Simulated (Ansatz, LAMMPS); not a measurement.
# Structural relaxation of a frame of liquid mixture of sulfolane and H2O from 380 K (192 atoms), part 3 of 3

Aim: bring a frame of liquid mixture of sulfolane and H2O from 380 K (192 atoms) to a nearby minimum of the energy and see what moves.

Ansatz 0.2.0; Kohn-Sham DFT, PBE+D4, PAW (set soft_2), plane waves.

The cell: 28 O, 12 S, 48 C and 104 H. The network of contacts between molecules at the start is that of the classical potential that made the cell. The density was typed from a rule of thumb and may lie off the real one at this temperature. Only the Γ point is sampled, in a cell whose shortest periodic width is 13 Å.

So far, density (g/cm³): step 5 (local order after relaxation) 1.17.

**6. Single point at the relaxed geometry**

The electronic structure is read at the final geometry, in a run of its own.

File input.yaml:

```yaml
crystal:
  lattice:
    - [12.92274, 0.0, 0.0]
    - [0.0, 12.92274, 0.0]
    - [0.0, 0.0, 12.92274]
  atoms:
    - { symbol: O, position: [0.10257, 0.01659, 0.90501] }
    - { symbol: S, position: [0.10321, 0.1277, 0.88089] }
    - { symbol: O, position: [0.20288, 0.1816, 0.88597] }
    - { symbol: C, position: [0.00763, 0.19407, 0.9595] }
    - { symbol: C, position: [0.94771, 0.26061, 0.88279] }
    - { symbol: C, position: [0.93391, 0.19413, 0.78507] }
    - { symbol: C, position: [0.04098, 0.15211, 0.75748] }
    - { symbol: H, position: [0.95773, 0.1338, 0.99231] }
    - { symbol: H, position: [0.04877, 0.23432, 0.02162] }
    - { symbol: H, position: [0.99035, 0.33163, 0.86373] }
    - { symbol: H, position: [0.8732, 0.28466, 0.91507] }
    - { symbol: H, position: [0.88011, 0.13021, 0.8012] }
    - { symbol: H, position: [0.90216, 0.23953, 0.72091] }
    - { symbol: H, position: [0.08883, 0.2099, 0.71772] }
    - { symbol: H, position: [0.04099, 0.07988, 0.71333] }
    - { symbol: O, position: [0.54496, 0.90006, 0.24691] }
    - { symbol: S, position: [0.47518, 0.81705, 0.27964] }
    - { symbol: O, position: [0.36574, 0.84228, 0.29441] }
    - { symbol: C, position: [0.52649, 0.75182, 0.39338] }
    - { symbol: C, position: [0.52922, 0.63719, 0.36416] }
    - { symbol: C, position: [0.55747, 0.63128, 0.24861] }
    - { symbol: C, position: [0.48671, 0.70716, 0.19223] }
    - { symbol: H, position: [0.60378, 0.78455, 0.40667] }
    - { symbol: H, position: [0.47417, 0.76946, 0.45767] }
    - { symbol: H, position: [0.45269, 0.60267, 0.37789] }
    - { symbol: H, position: [0.58615, 0.59539, 0.41113] }
    - { symbol: H, position: [0.63898, 0.6532, 0.23812] }
    - { symbol: H, position: [0.54813, 0.55287, 0.21735] }
    - { symbol: H, position: [0.40801, 0.67665, 0.18338] }
    - { symbol: H, position: [0.51496, 0.73527, 0.11746] }
    - { symbol: O, position: [0.75787, 0.87881, 0.43802] }
    - { symbol: S, position: [0.78648, 0.98817, 0.43151] }
    [... 154 atom lines left out ...]
    - { symbol: O, position: [0.83419, 0.13388, 0.17804] }
    - { symbol: H, position: [0.84721, 0.08761, 0.23676] }
    - { symbol: H, position: [0.82122, 0.0888, 0.11888] }
    - { symbol: O, position: [0.06893, 0.41801, 0.64067] }
    - { symbol: H, position: [0.9941, 0.40689, 0.63497] }
    - { symbol: H, position: [0.07618, 0.45039, 0.70862] }
kpoints:
  mp_grid: { grid: [1, 1, 1] }
hamiltonian:
  xc: pbe
  dispersion: d4
scf:
  occupations: { method: fermi_dirac, width: 0.025 }
output:
  forces: true
  stress: true
  populations: true
  dos:
    method: { smearing: { sigma: 0.08 } }
    de: 0.1
    projected: { site_lists: { C: [C], H: [H], O: [O], S: [S] } }
  eigenvalues: true
  write_density: true
  write_potential: true
  volumetric_format: npy
```

Command:

```bash
> ansatz run input.yaml --threads 4 --pin off --max-ram 8192MiB --backend cpu --events-out ev --progress --plain --runs-dir out
```

Numbers of over 12 decimals in the logs are rounded to 6 here.

The program printed:

```text
[...]
Crystal: 192 atoms, lattice volume = 2158.062 Å³
Basis set: ecut = 420 eV, 42211 PW (Γ), exchange–correlation on 180×180×180 points (8 copies of the dense FFT grid, shifted against one another)
Bands: 460, of which v1, the nominal top of the filled ones, is band 268 counted from 1 (267 counted from 0)
Symmetry: 1 space group operations
[...]
k-points: 1
[...]
SCF iter   1: F=—  HF=-40422.196028 eV  |F-HF|=—  |Δ(HF+E_count)|=         —  Δρ=6.14e-3  dr2=9.74e-1  ethr=1.77e-3  ⟨swp⟩=6.0  Hψ=2223  notcnv=0  defer=67
[...]
SCF iter  11: F=-40421.957770 eV  HF=-40421.957770 eV  |F-HF|=1.34e-8  |Δ(HF+E_count)|=   5.20e-8  Δρ=9.09e-7  dr2=1.86e-8  ethr=1.87e-11  ⟨swp⟩=10.0  Hψ=2737  notcnv=0
SCF 1 converged in 11 iterations: F = -40421.957770 eV  dr2 = 1.86e-8
[...]
WARN: The input density's exchange-correlation potential varies sharply where the density is thin. Do not read a vacuum level from v_tot or v_xc, or from such a field of the output density. On a cell that repeats whose density bears no net charge and no dipole along the vacuum's axis use v_es (v_loc + v_h of the components); [...]
SCF converged after 11 iterations
Free energy (F): -40421.957770 eV
[...]
Internal energy: -40421.957770 eV  (E = F + TS)
E sigma→0 (E₀):  -40421.957770 eV
Fermi energy:    1.447690 eV
[...]
--- Forces (eV/Å), atoms counted from 1 ---
  atom   1  O      0.01326142    -0.00003157     0.00081861
  atom   2  S     -0.01444259     0.01717983    -0.00207928
  atom   3  O      0.00113739    -0.01407976     0.00295403
  atom   4  C     -0.00218147    -0.00001118    -0.00613215
  atom   5  C     -0.00467343    -0.00338006     0.00017406
  atom   6  C      0.00277970     0.00345897     0.00119337
  atom   7  C     -0.00294329    -0.00099601    -0.00581510
  atom   8  H      0.00057486     0.00054784     0.00021864
  atom   9  H      0.00007387     0.00135441     0.00116529
  atom  10  H      0.00091360     0.00005186     0.00116123
  atom  11  H      0.00437387     0.00087430    -0.00210801
  atom  12  H      0.00041081     0.00019762    -0.00084411
  atom  13  H      0.00086839    -0.00301508     0.00282523
  atom  14  H     -0.00269249    -0.00455262     0.00316865
[...]
atom 191  H      0.00631281     0.00433262    -0.00168096
  atom 192  H     -0.00672714     0.00130788    -0.00615839
  max |Σ_I F_I| component: 4.94e-5 eV/Å
--- Stress (GPa, compression-positive) ---
       -0.292753       0.001581       0.043975
        0.001581      -0.394513      -0.014780
        0.043976      -0.014780      -0.329224
  P = ⅓ Tr σ = -0.3388 GPa (-3.388 kbar)
--- Band table (eV) ---
[...]
--- Löwdin populations: 192 sites ---
  site symbol       q [e]
     0      O      6.7661
     1      S      3.9564
     2      O      6.7579
[...]
191      H      0.6057
  spilling = 0.017869 (of n_electrons = 536.000000)
```

It took 39 s on 4 threads of Intel Xeon Platinum 8259CL at 2.50GHz (Skylake/Cascade Lake), shared host; peak memory 3 GiB; 2.5 min of CPU time.

The program notes that the exchange-correlation potential is rough where the density is thin.

Read from the output:

```
free energy                                      : -40421.9578 eV
free energy per atom                             : -210.5310 eV/atom
SCF cycles                                       : 11
pressure                                         : -0.3388 GPa
r.m.s. force component                           : 0.00662 eV/Å
longest force                                    : 0.05528 eV/Å
Fermi energy                                     : 1.448 eV
gap (highest filled to lowest empty level) : 5.189 eV
spilling of the projection                       : 0.01787
```

Löwdin charges by element and coordination (they lack the spilled electrons, 0.050 e an atom on average):

```
element  coordination  atoms  mean charge (e)  spread   least    most
      C           all     48           -0.363  0.0939  -0.470  -0.259
      H           all    104            0.225  0.0504   0.176   0.399
      O           all     28           -0.750  0.0086  -0.766  -0.729
      O             1     24           -0.753  0.0066  -0.766  -0.739
      O             2      4           -0.736  0.0041  -0.739  -0.729
      S           all     12             2.05  0.0053    2.04    2.06
```

Density of states as counts of states in windows of 1 eV (from the Fermi level), total and the larger projections:

```
from (eV)  to (eV)  total   C p   O p   H s   S p
      -10       -9    3.6   0.8   1.5   0.8   0.3
       -9       -8   52.4  22.1  11.6   8.4   5.1
       -8       -7   51.1  18.7  13.4   8.7   5.6
       -7       -6   45.1  18.7  12.0   6.6   5.1
       -6       -5   65.5  40.0   8.6  14.4   0.4
       -5       -4   55.1  21.6  19.8  11.3   0.2
       -4       -3   64.1   8.2  49.3   3.8   0.6
       -3       -2   23.2   5.9  15.3   0.9   0.2
       -2        2    0.0   0.0   0.0   0.0   0.0
        2        3    2.7   0.2   0.0   1.0   0.1
        3        4   34.1   3.6   2.9   8.7   4.8
        4        5   72.4  13.4   7.3  11.9  13.5
```

The curve was stored every 0.100 eV, coarse against its broadening of 0.08 eV, so these counts are rough.

Between -24 and -10 eV lie 176 more states.

The levels nearest the highest filled one (over half full), pooled over k-points and spins:

```
level less the highest filled one (eV)  occupation
                                -0.272           2
                                -0.245           2
                                -0.204           2
                                -0.191           2
                                -0.152           2
                                     0           2
                                  5.19           0
                                  5.61           0
                                  5.69           0
                                  5.80           0
                                  5.85           0
                                  5.92           0
```

Electrostatic potential energy in the ac plane at fractional y = 0.132, with atoms of S and H and C and O within 0.2 Å of it. With pseudopotentials it is smooth inside the atoms' cores, unlike the true potential.

Ten even steps from '0' (-40 eV) to '9' (6 eV), each cell a mean:
```
788888999999999877778999999999999745
774224789999986578899999999999999988
850110457999983279999999999999999999
862002689999999999999999999999988999
644668999999999999999999999999822788
200589999999999999999999999999977887
534799999999999999999999999999999998
989999999999999999999999976899999999
999999997799999999999999853789999999
999999961169999999999999840158999999
999988985478899999999865620048999999
999999999988888999998610276789999999
999999999999733899999754689999999999
999999999999844899999988889999999999
999855899999999999999998757999999999
999500389999999999999999615999999999
999720378999999999999999989999999999
999730015888889999999999999999899999
998610104765248999999999999985369999
999863247887679999999999999960018999
999998889999999987899999999983269999
999999999999999962578999999998899999
999999999999999984004899999999999999
899999999999999984003899999999999745
```
Columns run along a (12.9 Å; values clipped at the 3rd and 97th percentile), rows up along c (12.9 Å). Atoms in or near the plane, at fractional coordinates: S at (0.10, 0.88), H at (0.96, 0.99), H at (0.88, 0.80), C at (0.74, 0.57), H at (0.72, 0.65), H at (0.70, 0.35), O at (0.13, 0.34), S at (0.16, 0.23), H at (0.35, 0.21), C at (0.52, 0.03), H at (0.41, 0.90), H at (0.48, 0.10), O at (0.83, 0.18).

Valence density in the ac plane at fractional y = 0.132, with atoms of S and H and C and O within 0.2 Å of it. It is the smooth field of the valence electrons, not physical close to the nuclei.

Ten steps, logarithmic in the rise over the least value, from '0' (0.0 e/Å³) to '9' (6.5 e/Å³), each cell a mean:
```
544332221100013455554311111111001466
455555554210135654321100111000001234
356546666410135643211000000000011112
356655554310012221111110000000234322
566653221100000001123320000001366544
676531000000000000233321000001245545
566421000000000000112210011000112234
333210011210000000000001244310000011
011101246642100000000001366532100000
011112368864210000001123467653211000
123332357754221100012455667764211000
123322123333454310024677655542110000
122210001123677531013566542211000000
011222110013577521001234443100000000
012577531001233210000124564210000000
014799742000000000000013565210000000
013688753211110000000001232100000000
002466555444431000000000000123331000
002455465556652100000000001257864100
001345554445542100000000001369985200
011223322122211123321111111257864200
001111111111000256653222210123431000
111000000110000246766432110001100122
432100000000001246676421000011001355
```
Columns run along a (12.9 Å), rows up along c (12.9 Å). Atoms in or near the plane, at fractional coordinates: S at (0.10, 0.88), H at (0.96, 0.99), H at (0.88, 0.80), C at (0.74, 0.57), H at (0.72, 0.65), H at (0.70, 0.35), O at (0.13, 0.34), S at (0.16, 0.23), H at (0.35, 0.21), C at (0.52, 0.03), H at (0.41, 0.90), H at (0.48, 0.10), O at (0.83, 0.18).

Mean Löwdin charges: C -0.36, H +0.22, O -0.75, S +2.05 e (they miss 1.8 % of the electrons, so they add up to more than the cell's charge). The largest share in the top eV of filled states is O p (75 % of the projected weight), and in the lowest eV of empty states H s (41 % of the projected weight).

A closer look about S77, one of the 12 S atoms: 11 atoms, nearest first, numbered in the order of the input, with positions taken from that point.

```
atom      x      y      z  distance (Å)  bonds  Löwdin charge (e)
 S77   0.00   0.00   0.00          0.00      4               2.05
 O76  -1.03  -0.88   0.55          1.46      1              -0.75
 O78  -0.06   1.43   0.33          1.47      1              -0.76
 C79   0.10  -0.18  -1.80          1.81      4              -0.45
 C82   1.69  -0.61   0.34          1.83      4              -0.45
 H89   2.18   0.20   0.88          2.36      1               0.21
 H83  -0.26  -1.19  -2.04          2.37      1               0.22
 H84  -0.54   0.59  -2.25          2.39      1               0.22
 H90   1.60  -1.48   0.99          2.40      1               0.22
 C80   1.59  -0.04  -2.09          2.63      4              -0.27
 C81   2.30  -0.91  -1.04          2.69      4              -0.27
```

The column of bonds counts only the pairs H-C within 1.34 Å, H-O within 1.21 Å, C-C within 1.85 Å, C-S within 2.21 Å, O-S within 1.88 Å; other neighbours, such as metal atoms beside each other in a compound, aren't counted, and periodic images can show an atom twice.

**7. Outcome**

| Item | Value |
| --- | --- |
| energy change in the relaxation | -57.42 meV/atom |
| r.m.s. displacement | 0.821 Å |
| largest displacement | 1.79 Å |
| free energy per atom | -210.5310 eV/atom |
| pressure | -0.3388 GPa |
| r.m.s. force component | 0.00662 eV/Å |
| gap (highest filled to lowest empty level) | 5.189 eV |
| wall time of the 3 DFT runs | 15 min |

**Reading.** Relaxation lowers the energy by 57.4 meV/atom and moves atoms by 0.82 Å r.m.s.; the r.m.s. force component goes from 0.98 to 0.0066 eV/Å, the pressure goes from 3.0 to -0.34 GPa, and the gap from 4.68 to 5.19 eV. By the final cutoffs no bond was broken or made. First to last step the energy falls by 11.025 eV; the largest move, 1.79 Å, is that of H75. The C-S bonds change most in mean length: from 1.763 Å (spread 0.040) to 1.817 Å (spread 0.006). By these cutoffs all C atoms have 4, all H atoms have 1, 86 % of O atoms have 1 and all S atoms have 4 bonded neighbours. Between filled and empty levels lie 5.19 eV (at Γ alone); a semilocal functional tends to put such gaps too low. In a disordered cell it changes from sample to sample and from frame to frame.

**Limits.** The network of contacts between molecules at the start is that of the classical potential that made the cell; in DFT atoms moved by 0.82 Å r.m.s.

[Logs are printed without paths, hosts, clocks, repeated set-up lines and the standing remarks that a program may print on its own settings, such as how far it seeks lower states.]

[Hosts, paths, dates, database ids (printed as entryN), source tags and the programs' standing remarks are cut or masked in the printed files.]
